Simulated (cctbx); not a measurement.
# Lattice, Laue class and space group of a new crystal

Cell: a = 3.9070 Å, b = 3.9070 Å, c = 6.8310 Å, α = 90.00°, β = 90.00°, γ = 90.00°. Expected content of the cell: Sb2 Rh2 Zn2.

The data are simulated with cctbx, not measured: Mo Kα, λ = 0.71073 Å, to d = 0.77 Å, 70 % of the full sphere, strongest reflection 40000 counts, noise from counting, a 3 % proportional error and a noise floor of 8 counts (s.d.); no absorption.

Tests on the unmerged data give:

```text
688 reflections to d = 0.776 A
centring   violations  <I/sigma> of those
    A        271 of   352     18.0
    B        266 of   344     18.1
    C        259 of   350     18.8
    I        268 of   332     18.5
    R        372 of   456     19.3
    F        398 of   523     18.3
Laue class    unique    Rint  (classes that these axes allow; Friedel mates merged)
P -1              441   0.018
P 1 2/m 1         267   0.021
P 1 1 2/m         253   0.021
P 2/m 1 1         267   0.021
P m m m           164   0.023
P 4/m             133   0.024
P 4/m m m          98   0.025
space group    extra absences  I>4sigma  <I/sigma>
P 4 2 2                 0          0         -  acentric
P 4 21 2                5          0       0.4  acentric
P 4 m m                 0          0         -  acentric
P -4 2 m                0          0         -  acentric
P -4 21 m               5          0       0.4  acentric
P -4 m 2                0          0         -  acentric
P 4/m m m               0          0         -  centric
P 4/n m m :1           30          0       0.0  centric
P 4/n m m :2           30          0       0.0  centric
Wilson B = 1.51 A^2   <|E^2-1|> = 0.768 (0.968 centric, 0.736 acentric)   E^2>4: 0.0 %
shell (A)         n   <I/sigma>
 6.83 - 1.55     19     39.9
 1.55 - 1.23     11     50.1
 1.23 - 1.08     13     59.0
 1.08 - 0.98      8     52.0
 0.98 - 0.91     16     44.8
 0.91 - 0.85      8     48.3
 0.85 - 0.81     11     54.3
 0.81 - 0.78     12     29.3
```

Q: Read the symmetry from these tables.

Every centring test has many violations, so the lattice is primitive.

Rint stays low (0.018 to 0.025) up to P 4/m m m, the highest class in these axes.

9 settings pass the absence test. The most absences obeyed, 30, belong to P 4/n m m alone.

⟨|E²−1|⟩ = 0.768 leans to a non-centrosymmetric structure. Here that hint misleads: the statistic assumes many like atoms on general positions, and few, heavy or special-position atoms break it. The Wilson B of 1.51 Å² means U ≈ 0.0191 Å².

The true group is P4/nmm (no. 129, origin choice 1), Laue class 4/mmm, centrosymmetric. The tables fix it.

This is a model crystal, built by substitution and not relaxed, with assumed displacement parameters.

[Logs are printed without paths, hosts, clocks, repeated set-up lines and the standing remarks that a program may print on its own settings, such as how far it seeks lower states.]
